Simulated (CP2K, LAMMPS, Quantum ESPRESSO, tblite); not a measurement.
# Running amorphous carbon (150 atoms) with CP2K, part 2 of 2

Wanted: CP2K inputs and outputs for amorphous carbon (150 atoms), checked against a plane-wave reference.

Program: CP2K 2026.2; the method stands at each step. Banners, paths, timers and routine set-up lines are dropped from the logs unmarked, and long logs keep their key lines alone; longer cuts are marked.

So far. Step 2 (PBE, DZVP-UZH, 450/50 Ry, diagonalisation): Forces lie 2.7 % from the reference's, at 1.6 times its CPU time. Step 3 (PBEsol, PBE potentials, DZVP-UZH, 450/50 Ry …): Against the first run (2.7 %), the force difference from the reference is 4.2 %, at 1.0 times the CPU time; the model has changed, so this is no error of the program alone.

### 4. PBE, DZVP-UZH, 225/50 Ry, diagonalisation

Method: Kohn-Sham DFT, PBE, GTH-PBE pseudopotentials, Gaussian and plane waves, DZVP-MOLOPT (UZH set), diagonalisation.

The input, input.inp:

```
&GLOBAL
  PROJECT cell
  RUN_TYPE ENERGY_FORCE
  PRINT_LEVEL LOW
&END GLOBAL
&FORCE_EVAL
  METHOD QS
  STRESS_TENSOR ANALYTICAL
  &DFT
    BASIS_SET_FILE_NAME BASIS_MOLOPT_UZH
    POTENTIAL_FILE_NAME POTENTIAL_UZH
    &MGRID
      CUTOFF 225
      REL_CUTOFF 50
    &END MGRID
    &QS
      EPS_DEFAULT 1.0E-12
    &END QS
    &SCF
      SCF_GUESS ATOMIC
      EPS_SCF 5.0E-06
      MAX_SCF 200
      ADDED_MOS 67
      &DIAGONALIZATION
        ALGORITHM STANDARD
      &END DIAGONALIZATION
      &SMEAR ON
        METHOD FERMI_DIRAC
        ELECTRONIC_TEMPERATURE [K] 580
      &END SMEAR
      &MIXING
        METHOD BROYDEN_MIXING
        ALPHA 0.15
        NBROYDEN 12
      &END MIXING
      &PRINT
        &RESTART OFF
        &END RESTART
      &END PRINT
    &END SCF
    &XC
      &XC_FUNCTIONAL PBE
      &END XC_FUNCTIONAL
    &END XC
    &PRINT
      &MULLIKEN ON
      &END MULLIKEN
      &HIRSHFELD ON
        SHAPE_FUNCTION DENSITY
      &END HIRSHFELD
      &MO ON
        EIGENVALUES T
        OCCUPATION_NUMBERS T
        MO_INDEX_RANGE 289 312
        &EACH
          QS_SCF 0
        &END EACH
        ADD_LAST NUMERIC
      &END MO
    &END PRINT
  &END DFT
  &SUBSYS
    &CELL
      A 10.08240 0.00000 0.00000
      B 0.00000 10.08240 0.00000
      C 0.00000 0.00000 10.08240
    &END CELL
    &COORD
      SCALED
      C 0.20638 0.45076 0.40057
      C 0.20597 0.09873 0.21948
      C 0.42804 0.43293 0.99627
      C 0.95131 0.14171 0.87574
      C 0.07578 0.52033 0.33765
      C 0.63557 0.08606 0.92176
      C 0.61542 0.51349 0.14223
      C 0.66044 0.55726 0.61766
      C 0.90154 0.26746 0.92536
      C 0.25807 0.27938 0.90417
      C 0.85278 0.53320 0.46782
      C 0.55455 0.35945 0.57999
      C 0.60040 0.07939 0.21615
      C 0.34139 0.51279 0.36908
      C 0.07504 0.48431 0.82814
      C 0.06238 0.40286 0.08289
      C 0.90016 0.86721 0.39523
      C 0.66978 0.21784 0.96969
      C 0.12246 0.58129 0.60410
      C 0.01346 0.92355 0.06670
[... 126 atom lines left out ...]
      C 0.66131 0.83504 0.06544
      C 0.78326 0.11497 0.44334
      C 0.76324 0.50555 0.15947
      C 0.21665 0.00561 0.95487
    &END COORD
    &KIND C
      BASIS_SET DZVP-MOLOPT-PBE-GTH-q4
      POTENTIAL GTH-PBE-q4
    &END KIND
  &END SUBSYS
  &PRINT
    &FORCES ON
    &END FORCES
    &STRESS_TENSOR ON
    &END STRESS_TENSOR
  &END PRINT
&END FORCE_EVAL
```

Run with:

```
$ OMP_NUM_THREADS=1 mpirun -np 4 cp2k.psmp -i input.inp > output.txt
```

Numbers of over 12 decimals in the logs are rounded to 6 here.

The log of the run:

```text
CP2K| version string:                                       CP2K version 2026.2
 CP2K| Input file name                                                 input.inp
 GLOBAL| Basis set file name                                    BASIS_MOLOPT_UZH
 GLOBAL| Potential file name                                       POTENTIAL_UZH
 GLOBAL| Run type                                                   ENERGY_FORCE
 GLOBAL| Total number of message passing processes                             4
 GLOBAL| Number of threads for this process                                    1
 TOTAL NUMBERS AND MAXIMUM NUMBERS
  Total number of            - Atomic kinds:                                   1
                             - Atoms:                                        150
[... lines left out ...]
                        Smear method:                                FERMI_DIRAC
[... lines left out ...]
 Number of electrons:                                                        600
[... lines left out ...]
  Step     Update method      Time    Convergence         Total energy    Change
[... lines left out ...]
  *** SCF run converged in    19 steps ***
[... lines left out ...]
  Fermi energy:                                                 0.340300
  Total energy:                                              -848.696017
  Total energy (extrapolated to T->0):                       -848.689939
[... lines left out ...]
 MO| E(Fermi):            0.340300 a.u.          9.260022 eV
[... lines left out ...]
 !-----------------------------------------------------------------------------!
 !-----------------------------------------------------------------------------!
                           Hirshfeld Charges
  #Atom  Element  Kind  Ref Charge     Population                    Net charge
      1       C      1       4.000          3.994                         0.006
      2       C      1       4.000          3.999                         0.001
      3       C      1       4.000          4.008                        -0.008
[...]
149       C      1       4.000          4.008                        -0.008
    150       C      1       4.000          3.986                         0.014
  Total Charge                                                           -0.000
 !-----------------------------------------------------------------------------!
 ENERGY| Total FORCE_EVAL ( QS ) energy [hartree]           -848.696366
 FORCES| Atomic forces [hartree/bohr]
 FORCES|   Atom     x               y               z               |f|
 FORCES|      1 -1.56043123E-02 -2.93906151E-03  1.44676486E-02   2.14812826E-02
 FORCES|      2  1.17865625E-02 -2.54010606E-02  1.58359687E-02   3.21700923E-02
 FORCES|      3  1.98545151E-02 -5.31544312E-03  1.82267583E-02   2.74712655E-02
[...]
FORCES|    149 -9.47800696E-04  1.95302293E-03  2.68148045E-03   3.45006697E-03
 FORCES|    150  3.20745635E-02  1.47892741E-02 -3.33160483E-02   4.85536747E-02
 FORCES| Sum    -6.53467634E-03 -8.43457228E-03 -1.38225491E-02
 FORCES| Total atomic force                                       1.74615826E-02
 STRESS| Analytical stress tensor [bar]
 STRESS|                        x                   y                   z
 STRESS|      x        5.01304907803E+04  -3.02419584031E+03   2.75828307101E+04
 STRESS|      y       -3.02419584031E+03   4.35775097162E+04  -4.44419021941E+04
 STRESS|      z        2.75828307101E+04  -4.44419021941E+04   5.16690755142E+04
 STRESS| 1/3 Trace                                             4.84590253369E+04
```

It took 4.2 min on 4 MPI ranks of Arm Neoverse V1, shared host; peak memory 2.1 GiB; 17 min of CPU time.

Numbers from this run, and their distance from the reference:

```
r.m.s. force component                          : 1.366 eV/Å
r.m.s. difference of force components           : 42.77 meV/Å
longest difference of force vectors             : 174.2 meV/Å
force difference over r.m.s. force              : 3.188 %
slope of forces against the reference's         : 1.018
correlation of force components                 : 0.9997
pressure                                        : 4.846 GPa
pressure difference                             : 1.962 GPa
energy less the same-level run's                : -0.0036 meV/atom
r.m.s. force difference from the same-level run : 24.91 meV/Å
```

This is a coarse setting, run to see what it loses.

Against the first run (2.7 %), the force difference from the reference is 3.2 %, at 0.98 times the CPU time: the grid matters here.

The forces add up to 0.90 eV/Å instead of zero, usually a sign of too coarse a grid.

### 5. PBE, SZV-MOLOPT-SR, 450/50 Ry, diagonalisation

Method: Kohn-Sham DFT, PBE, GTH-PBE pseudopotentials, Gaussian and plane waves, SZV-MOLOPT-SR-GTH, diagonalisation.

Changes to input.inp since step 4:

```diff
@@ -9,6 +9,6 @@
   &DFT
-    BASIS_SET_FILE_NAME BASIS_MOLOPT_UZH
-    POTENTIAL_FILE_NAME POTENTIAL_UZH
+    BASIS_SET_FILE_NAME BASIS_MOLOPT
+    POTENTIAL_FILE_NAME GTH_POTENTIALS
     &MGRID
-      CUTOFF 225
+      CUTOFF 450
       REL_CUTOFF 50
@@ -67,8 +67,8 @@
     &END CELL
-    &COORD
-      SCALED
-[... 150 atom lines left out: the same atoms as in the first run ...]
-    &END COORD
+    &TOPOLOGY
+      COORD_FILE_NAME structure.xyz
+      COORD_FILE_FORMAT XYZ
+    &END TOPOLOGY
     &KIND C
-      BASIS_SET DZVP-MOLOPT-PBE-GTH-q4
+      BASIS_SET SZV-MOLOPT-SR-GTH-q4
       POTENTIAL GTH-PBE-q4
```

The input, structure.xyz:

```xyz
150

[... 150 atom lines left out: the same atoms as in the first run ...]
```

Run with:

```
$ OMP_NUM_THREADS=2 cp2k.psmp -i input.inp > output.txt
```

The log of the run:

```text
CP2K| version string:                                       CP2K version 2026.2
 CP2K| Input file name                                                 input.inp
 GLOBAL| Basis set file name                                        BASIS_MOLOPT
 GLOBAL| Potential file name                                      GTH_POTENTIALS
 GLOBAL| Run type                                                   ENERGY_FORCE
 GLOBAL| Total number of message passing processes                             1
 GLOBAL| Number of threads for this process                                    2
[... lines left out ...]
                        Smear method:                                FERMI_DIRAC
[... lines left out ...]
 Number of electrons:                                                        600
[... lines left out ...]
  Step     Update method      Time    Convergence         Total energy    Change
[... lines left out ...]
  *** SCF run converged in    25 steps ***
[... lines left out ...]
  Fermi energy:                                                 0.379401
  Total energy:                                              -845.036242
  Total energy (extrapolated to T->0):                       -845.029930
[... lines left out ...]
 MO| E(Fermi):            0.379401 a.u.         10.324038 eV
[... lines left out ...]
    150       C      1       4.000          3.998                         0.002
  Total Charge                                                           -0.000
 !-----------------------------------------------------------------------------!
 ENERGY| Total FORCE_EVAL ( QS ) energy [hartree]           -845.036300
 FORCES| Atomic forces [hartree/bohr]
 FORCES|   Atom     x               y               z               |f|
 FORCES|      1 -2.96433508E-02 -4.60125890E-03  1.80199369E-02   3.49945418E-02
 FORCES|      2  7.57593209E-03 -2.89576492E-02  1.17848203E-02   3.21686522E-02
 FORCES|      3  3.03176705E-02 -6.14957214E-03  2.82759371E-02   4.19107027E-02
[...]
FORCES|    149  1.06114509E-03 -1.85818966E-03  3.57966007E-03   4.17047526E-03
 FORCES|    150  4.25989626E-02  2.01877862E-02 -4.31182386E-02   6.38858421E-02
 FORCES| Sum    -7.76756390E-05 -2.13613075E-05 -1.25156024E-04
 FORCES| Total atomic force                                       1.48841663E-04
 STRESS| Analytical stress tensor [bar]
 STRESS|                        x                   y                   z
 STRESS|      x        1.36173889560E+05  -2.67858295092E+03   3.51121995858E+04
 STRESS|      y       -2.67858295092E+03   1.35651987890E+05  -5.63204341117E+04
 STRESS|      z        3.51121995858E+04  -5.63204341117E+04   1.43215763550E+05
 STRESS| 1/3 Trace                                             1.38347213667E+05
```

Wall time 3.5 min (2 threads); peak memory 2.2 GiB.

Numbers from this run, and their distance from the reference:

| Quantity | Value |
| --- | --- |
| r.m.s. force component | 1.829 eV/Å |
| r.m.s. difference of force components | 522.2 meV/Å |
| longest difference of force vectors | 1821 meV/Å |
| force difference over r.m.s. force | 38.92 % |
| slope of forces against the reference's | 1.353 |
| correlation of force components | 0.9928 |
| pressure | 13.83 GPa |
| pressure difference | 10.95 GPa |

This is a coarse setting, run to see what it loses.

Against the first run (2.7 %), the force difference from the reference is 39 %, at 0.39 times the CPU time (on 2 against 4 cores), with 600 basis functions against 1950; this set comes with other potentials too, so the change isn't the basis's alone.

### 6. The ladder

Differences are against the plane-wave reference, forces as r.m.s. over components; share is that over the reference's r.m.s. force, slope the least-squares factor from reference forces to these. Total energies of different programs have different zeros and aren't compared.

```tsv
run	Δ force, r.m.s. (meV/Å)	share (%)	slope	Δ pressure (GPa)	cores	CPU time	memory (GiB)
reference	-	-	-	-	4	10 min	3.7
CP2K PBE, DZVP-UZH, 450/50 Ry, diagonalisation	35.9	2.68	1.018	1.96	4	17 min	3.4
CP2K PBEsol, PBE potentials, DZVP-UZH, 450/50 Ry, diagonalisation	57.0	4.25	1.001	-0.758	4	17 min	3.4
CP2K PBE, DZVP-UZH, 225/50 Ry, diagonalisation (coarse)	42.8	3.19	1.018	1.96	4	17 min	2.1
CP2K PBE, SZV-MOLOPT-SR, 450/50 Ry, diagonalisation (coarse)	522	38.9	1.353	11.0	2	6.6 min	2.2
```

Rows marked coarse were listed beforehand as settings not expected to be converged; some can still land near the reference.

CPU time is summed over cores on a shared host, where runs went side by side, so it is rough. Symmetry, cutoffs, thresholds, outputs and thread counts weren't matched or tuned between programs; memory under MPI is the largest rank's times the ranks.

Within one program, basis, potentials and functional, energies share a zero. Each run against its twin at the usual cutoff or grid and solver:

```tsv
run	twin	Δ energy (meV/atom)	Δ force, r.m.s. (meV/Å)	CPU time over the twin's
CP2K PBE, DZVP-UZH, 225/50 Ry, diagonalisation	DZVP-UZH, 450/50 Ry, diagonalisation	-0.0036	24.9	0.97
```

### 7. Results

```yaml
nearest_in_forces: CP2K PBE, DZVP-UZH, 450/50 Ry, diagonalisation, 2.7 %
its_cpu_time: 17 min
```

What this shows: The PBE run in local orbitals, coarse settings apart, differs by 2.7 % (CP2K PBE, DZVP-UZH, 450/50 Ry, diagonalisation); basis, grid and potentials can all enter. Rows with another functional or a dispersion term differ by 4.2 % (CP2K PBEsol, PBE potentials, DZVP-UZH, 450/50 Ry, diagonalisation), which mixes the change of model with differences of basis and potentials, some of them made for another functional. Runs with settings chosen to be coarse differ by 3.2 % (CP2K PBE, DZVP-UZH, 225/50 Ry, diagonalisation) to 39 % (CP2K PBE, SZV-MOLOPT-SR, 450/50 Ry, diagonalisation), their programs' other errors included. None of the electronic-structure runs in the table takes under half the reference's CPU time of 10 min; they take 0.64 to 1.7 times as much. CP2K PBE, SZV-MOLOPT-SR, 450/50 Ry, diagonalisation stiffens the forces by a factor of 1.35 while following their directions (correlation 0.993); the slopes of the 4 CP2K runs lie between 1.00 and 1.35. In pressure, CP2K PBE, SZV-MOLOPT-SR, 450/50 Ry, diagonalisation misses by +11.0 GPa, at the same functional. The reference's pressure holds the uncorrected Pulay stress of its 45 Ry basis, so small pressure differences, and their order, may be the reference's own error. The quench rate of 100 K/ps is many orders above laboratory rates, so the cell is likely richer in defects and strain than a real sample. The network of bonds at the start is that of the classical potential that made the cell, and needn't be the one that DFT or experiment would give. The reference's pressure of 2.9 GPa belongs to a cell and atoms that aren't relaxed at this level. The electronic-structure runs sample only Γ, in a cell whose shortest periodic width is 10 Å, which is coarse for a cell with partly filled levels.

[Also dropped from logs without a mark: logging warnings of Python, and SIESTA's first energy breakdown and zero terms.]

[Logs are printed without paths, hosts, clocks, repeated set-up lines and the standing remarks that a program may print on its own settings, such as how far it seeks lower states.]

[Hosts, paths, dates, database ids (printed as entryN), source tags and the programs' standing remarks are cut or masked in the printed files.]
